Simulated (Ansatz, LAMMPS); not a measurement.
# A frame of liquid Cd30S15Te15 from 2100 K, run at 600 K (60 atoms) in motion

Wanted: a short trajectory of a frame of liquid Cd30S15Te15 from 2100 K, run at 600 K (60 atoms) with its pair distributions.

Method: Kohn-Sham DFT, LDA, PAW (set soft_2), plane waves, in Ansatz 0.2.0.

## (1) The starting structure

The cell holds 60 atoms: 30 Cd, 15 S and 15 Te. Cell: a = 12.085 Å, b = 12.085 Å, c = 12.085 Å, α = 90.0°, β = 90.0°, γ = 90.0°. 60 atoms (30 Cd, 15 S, 15 Te) placed at random at 5.43 g/cm³, melted at 2500 K for 10 ps at fixed volume with the Stillinger-Weber II-VI potential (Zhou et al., Phys. Rev. B 88, 085309 (2013)). Snapshot at the end of a hold of 5 ps at 2100 K and fixed volume.

Before any run, some limits are plain. The network of bonds at the start is that of the classical potential that made the cell. The cell was made at 2100 K but the dynamics is set to 600 K: the trajectory isn't one at 2100 K. Only the Γ point is sampled, in a cell whose shortest periodic width is 12 Å. The levels lack spin–orbit coupling, which is large for the heavy elements here.

## (2) Dynamics started at 600 K

A Langevin thermostat couples each atom to a heat bath, at the price of damped dynamics. The time step is 2.0 fs.

Contents of input.yaml:

```yaml
crystal:
  lattice:
    - [12.085, 0.0, 0.0]
    - [0.0, 12.085, 0.0]
    - [0.0, 0.0, 12.085]
  atoms:
    - { symbol: Cd, position: [0.47727, 0.34477, 0.5569] }
    - { symbol: Cd, position: [0.69667, 0.6164, 0.20907] }
    - { symbol: Cd, position: [0.97179, 0.10925, 0.49404] }
    - { symbol: Cd, position: [0.5616, 0.75924, 0.77712] }
    [... 50 atom lines left out ...]
    - { symbol: Te, position: [0.64014, 0.01324, 0.4433] }
    - { symbol: Te, position: [0.24073, 0.04176, 0.95106] }
    - { symbol: Te, position: [0.60338, 0.08278, 0.12531] }
    - { symbol: Te, position: [0.90598, 0.02632, 0.0179] }
    - { symbol: Te, position: [0.1641, 0.22482, 0.50392] }
    - { symbol: Te, position: [0.65208, 0.5481, 0.84838] }
kpoints:
  mp_grid: { grid: [1, 1, 1] }
hamiltonian:
  xc: lda
scf:
  occupations: { method: fermi_dirac, width: 0.05 }
output:
  forces: true
  stress: true
md:
  timestep: 2.0
  n_steps: 47
  ensemble: nvt_langevin
  temperature: 600
  initial_velocities: maxwell_boltzmann
  seed: 9782
```

The run is started by

```console
$ ansatz run input.yaml --threads 4 --pin off --max-ram 8192MiB --backend cpu --events-out ev --progress --plain --runs-dir out
```

It took 21 min on 4 threads of Arm Neoverse V1, shared host; peak memory 2.8 GiB.

The program notes that the SCF threshold is loose for the stress and it switched symmetry off.

The trajectory, sampled:

```
time (fs)  T (K)  potential (meV/atom)
      0.0    590                   0.0
      6.0    599                  -5.9
     12.0    697                 -17.8
     18.0    772                 -30.9
     26.0    851                 -44.2
     32.0    889                 -51.1
     38.0    853                 -56.6
     44.0    857                 -60.8
     50.0    856                 -65.8
     56.0    845                 -72.9
     62.0    832                 -81.4
     68.0    814                 -90.3
     76.0    849                -101.1
     82.0    855                -106.8
     88.0    821                -109.5
     94.0    824                -109.2
```

Mean square displacement from the first frame to the last: Cd 0.080 Å², S 0.30 Å², Te 0.11 Å².

Table of mean square displacement by time lag:

```
time lag (fs)  Cd (Å²)   S (Å²)  Te (Å²)
          2.0   5.6e-5   3.1e-4   7.4e-5
          4.0   2.2e-4  0.00123   2.9e-4
          6.0   5.0e-4  0.00275   6.6e-4
          8.0   8.9e-4  0.00487  0.00118
         10.0  0.00139  0.00757  0.00184
         12.0  0.00199   0.0108  0.00264
         14.0  0.00269   0.0146  0.00359
         16.0  0.00350   0.0189  0.00468
         18.0  0.00441   0.0237  0.00591
         20.0  0.00541   0.0290  0.00727
         22.0  0.00651   0.0346  0.00877
         24.0  0.00771   0.0407   0.0104
         26.0  0.00899   0.0471   0.0121
         28.0   0.0104   0.0538   0.0140
         30.0   0.0118   0.0608   0.0160
         32.0   0.0133   0.0680   0.0181
         34.0   0.0149   0.0755   0.0204
         36.0   0.0166   0.0831   0.0227
         38.0   0.0184   0.0908   0.0251
         40.0   0.0202   0.0987   0.0277
         42.0   0.0220    0.107   0.0303
         44.0   0.0240    0.115   0.0330
         46.0   0.0260    0.123   0.0358
         48.0   0.0280    0.131   0.0387
```

Over the second half of 94 fs the temperature averages 840 K with swings of 19 K r.m.s. From first frame to last S has the largest mean square displacement, 0.30 Å² at the end; the farthest move is 0.93 Å. The mean temperature of 840 K lies well off the 600 K of the input, so the thermostat hasn't yet brought the run to equilibrium. The count of bonds goes from 102 in the first frame to 105 in the last, by one set of cutoffs: 5 pairs passed out of them and 8 came within. The run spans 0.09 ps, too short for its means to be equilibrium values.

## (3) Distances and neighbours late in the run

The g(r) is a mean over the second half; what follows it is taken at the last frame.

Density 5.43 g/cm³, 29.42 Å³ an atom.

Mean of 13 frames. g(r), total and by pair (bins of 0.2 Å):

```
r (Å)  total  Cd-Cd  Cd-S  Cd-Te   S-S  S-Te  Te-Te
 2.20   0.08   0.00  0.31   0.00  0.00  0.00   0.00
 2.40   0.91   0.00  3.33   0.00  0.00  0.63   0.00
 2.60   1.43   0.00  4.40   0.87  0.95  0.40   0.00
 2.80   1.83   0.20  2.37   4.40  0.29  0.57   0.00
 3.00   1.12   0.51  1.01   2.70  0.45  0.35   0.00
 3.20   0.75   0.82  0.71   0.83  0.82  0.86   0.00
 3.40   0.73   0.82  0.36   1.25  0.67  0.40   0.53
 3.60   0.75   1.00  0.29   1.08  0.65  0.74   0.34
 3.80   0.87   1.73  0.27   0.65  0.39  1.00   0.89
 4.00   1.12   1.66  0.90   0.54  1.17  1.04   2.30
 4.20   1.43   1.85  1.00   0.98  1.52  1.73   2.57
 4.40   1.23   1.87  0.42   0.82  1.89  2.38   0.64
 4.60   1.14   0.79  0.73   1.05  1.57  2.19   2.03
 4.80   1.19   1.33  0.95   1.00  1.02  1.80   1.31
 5.00   0.99   0.78  1.07   1.04  0.94  1.35   0.59
 5.20   0.79   0.53  1.03   0.49  1.27  1.07   0.95
 5.40   0.79   0.56  1.01   0.98  0.51  0.63   0.60
 5.60   0.93   0.78  1.17   0.86  0.58  1.07   1.01
 5.80   1.00   1.12  1.29   1.01  0.31  0.48   1.06
```

Bonds by pair of elements; cutoffs follow the first minimum of g(r), held within bounds set by covalent radii, and pairs that aren't listed don't count as bonded:

```
pair A-B  cutoff (Å)  bonds  mean length (Å)  spread (Å)  shortest (Å)  B about A  A about B
    Cd-S        3.31     55             2.67       0.232          2.28       1.83       3.67
   Cd-Te         3.3     48             2.90       0.165          2.63        1.6        3.2
    S-Te        2.75      2             2.59       0.023          2.57      0.133      0.133
```

How many atoms have how many bonded neighbours:

```
element  mean  0  2  3   4  5
     Cd  3.43  1  3  8  17  1
      S   3.8  0  1  4   7  3
     Te  3.33  0  3  5   6  1
```

Bond angles (no mean is given where the spread exceeds 20°):

```
   angle  count  mean (°)  spread (°)
 Cd-S-Cd     80         -           -
 S-Cd-Te     75       108        17.3
Cd-Te-Cd     60         -           -
  S-Cd-S     34         -           -
Te-Cd-Te     30       107        16.5
```

Bond length by coordination (bonds to H left out):

```
element  coordination  atoms  mean bond length (Å)
     Cd             2      3                  2.75
     Cd             3      8                  2.75
     Cd             4     17                  2.78
     Cd             5      1                  2.94
      S             2      1                  2.63
      S             3      4                  2.52
      S             4      7                  2.67
      S             5      3                  2.78
     Te             2      3                  2.86
     Te             3      5                  2.94
     Te             4      6                  2.85
     Te             5      1                  3.00
```

Rings of the network by King's shortest-path rule, up to 12 atoms, one path for each pair of neighbours; H, halogens, alkali and alkaline-earth atoms are left out, and the last column divides by all other atoms, bonded or not:

```
ring size (atoms)  rings  per network atom
                4     12               0.2
                5      1             0.017
                6     42               0.7
                7      3              0.05
                8     35             0.583
                9      5             0.083
               10      9              0.15
```

With the cutoffs above, 57 % of Cd atoms have 4, 47 % of S atoms have 4 and 40 % of Te atoms have 4 bonded neighbours. Rings of 6 atoms are the most common (39 % of those counted); sizes run from 4 to 10.

## (4) Single point at the last frame

The last frame is solved again with fuller output, to read the electronic structure of a thermally displaced geometry.

Contents of input.yaml:

```yaml
crystal:
  lattice:
    - [12.085, 0.0, 0.0]
    - [0.0, 12.085, 0.0]
    - [0.0, 0.0, 12.085]
  atoms:
    - { symbol: Cd, position: [0.47406, 0.33631, 0.55076] }
    - { symbol: Cd, position: [0.69214, 0.59409, 0.22949] }
    - { symbol: Cd, position: [0.96242, 0.10097, 0.50173] }
    - { symbol: Cd, position: [0.54494, 0.7619, 0.78711] }
    [... 50 atom lines left out ...]
    - { symbol: Te, position: [0.61937, 0.03427, 0.46871] }
    - { symbol: Te, position: [0.2612, 0.05073, 0.93595] }
    - { symbol: Te, position: [0.601, 0.0809, 0.14405] }
    - { symbol: Te, position: [0.91783, 0.01116, 0.00854] }
    - { symbol: Te, position: [0.17778, 0.21951, 0.52278] }
    - { symbol: Te, position: [0.6451, 0.56846, 0.81545] }
kpoints:
  mp_grid: { grid: [1, 1, 1] }
hamiltonian:
  xc: lda
scf:
  occupations: { method: fermi_dirac, width: 0.05 }
output:
  forces: true
  stress: true
  populations: true
  dos:
    method: { smearing: { sigma: 0.08 } }
    de: 0.1
    projected: { site_lists: { Cd: [Cd], S: [S], Te: [Te] } }
  eigenvalues: true
  write_density: true
  write_potential: true
  volumetric_format: npy
```

Run time: 61 s. Hardware: 4 threads; peak memory 2.6 GiB.

Numbers from this run:

| Property | Result |
| --- | --- |
| free energy | -358989.9983 eV |
| free energy per atom | -5983.1666 eV/atom |
| SCF cycles | 14 |
| pressure | -2.65 GPa |
| r.m.s. force component | 0.5178 eV/Å |
| longest force | 2.087 eV/Å |
| Fermi energy | 7.667 eV |
| levels partly filled by over 2 per cent | 2 |
| spilling of the projection | 0.007461 |

Neighbours are counted within 3.31 Å (Cd-S), 3.30 Å (Cd-Te), 2.75 Å (S-Te), the cutoffs taken from the dynamics.

Length of the force by element and coordination:

```
element  coordination  atoms  mean length of the force (eV/Å)  spread  least   most
     Cd           all     30                             0.77   0.418  0.208   1.97
     Cd             0      1                            0.266       0  0.266  0.266
     Cd             2      3                            0.901   0.425  0.304   1.26
     Cd             3      8                            0.913   0.506  0.310   1.97
     Cd             4     17                            0.720   0.352  0.208   1.68
     Cd             5      1                            0.588       0  0.588  0.588
      S           all     15                            0.887   0.437  0.230   2.09
      S             2      1                            0.929       0  0.929  0.929
      S             3      4                             1.16   0.635  0.494   2.09
      S             4      7                            0.760   0.259  0.230   1.03
      S             5      3                            0.802   0.338  0.341   1.14
     Te           all     15                            0.785   0.296  0.343   1.36
     Te             2      3                            0.664   0.197  0.400  0.873
     Te             3      5                            0.820   0.220  0.482   1.15
     Te             4      6                            0.739   0.338  0.343   1.36
     Te             5      1                             1.25       0   1.25   1.25
```

Density of states as counts of states in windows of 1 eV (from the Fermi level), total and the larger projections:

```
from (eV)  to (eV)  total   Cd d  Te p   S p  Cd s
      -10       -9   17.9   16.9   0.3   0.4   0.1
       -9       -8  270.3  260.7   1.7   3.1   1.0
       -8       -7   11.8   10.5   0.1   0.1   0.1
       -7       -6    0.0    0.0   0.0   0.0   0.0
       -6       -5   13.6    0.6   3.4   4.1   4.9
       -5       -4   33.0    1.3   7.8  12.8   9.2
       -4       -3   32.1    1.1  10.2  15.0   4.0
       -3       -2   36.3    1.1  14.3  16.4   2.3
       -2       -1   40.0    1.1  19.1  14.9   2.5
       -1        0   24.4    0.4  13.4   6.3   2.5
        0        1   12.6    0.1   3.7   2.7   3.8
        1        2   27.6    0.2   5.5   4.9  10.2
        2        3   26.0    0.1   3.8   3.0   7.5
        3        4   34.9    0.1   2.1   1.7   3.6
        4        5   34.7    0.0   1.2   0.9   1.4
```

The curve was stored every 0.10 eV, coarse against its broadening of 0.08 eV, so these counts are rough.

Between -26 and -10 eV lie 60 more states.

The stored curve holds about 540 of the 930 electrons; the rest, give or take the few that broadening carries across the Fermi level, lie in deeper levels below its range.

The levels nearest the highest filled one (over half full), pooled over k-points and spins:

```
level less the highest filled one (eV)  occupation
                                -0.565           2
                                 -0.48           2
                                -0.461           2
                                -0.353        2.00
                                -0.211        1.99
                                     0        1.42
                                0.0873       0.594
                                 0.364       0.003
                                 0.456       0.001
                                 0.642           0
                                 0.894           0
                                 0.997           0
```

Within 0.4 eV of the Fermi level the largest share is Te p (47 % of the projected weight).

## (5) Summary of results

```
mean temperature, second half  : 839.8 K
temperature swing, second half : 18.83 K
mean pressure, second half     : -2.347 GPa
free energy per atom           : -5983.1666 eV/atom
pressure                       : -2.65 GPa
r.m.s. force component         : 0.5178 eV/Å
wall time of the 2 DFT runs    : 22 min
```

What this shows: Over the second half of 94 fs the temperature averages 840 K with swings of 19 K r.m.s. The mean temperature of 840 K lies well off the 600 K of the input, so the thermostat hasn't yet brought the run to equilibrium. The count of bonds goes from 102 in the first frame to 105 in the last, by one set of cutoffs: 5 pairs passed out of them and 8 came within. The run spans 0.09 ps, too short for its means to be equilibrium values. With the cutoffs above, 57 % of Cd atoms have 4, 47 % of S atoms have 4 and 40 % of Te atoms have 4 bonded neighbours. 2 levels are partly filled, by over 2 % (at Γ alone): no clear gap opens at this level.

What to keep in mind: The starting topology of bonds comes from the classical model; in DFT 5 of its 102 bonded pairs passed out of the cutoffs and 8 came within them. The pressure of -2.6 GPa is that of one thermal frame at a volume set beforehand, without the kinetic term.

[Logs are printed without paths, hosts, clocks, repeated set-up lines and the standing remarks that a program may print on its own settings, such as how far it seeks lower states.]

[Hosts, paths, dates, database ids (printed as entryN), source tags and the programs' standing remarks are cut or masked in the printed files.]
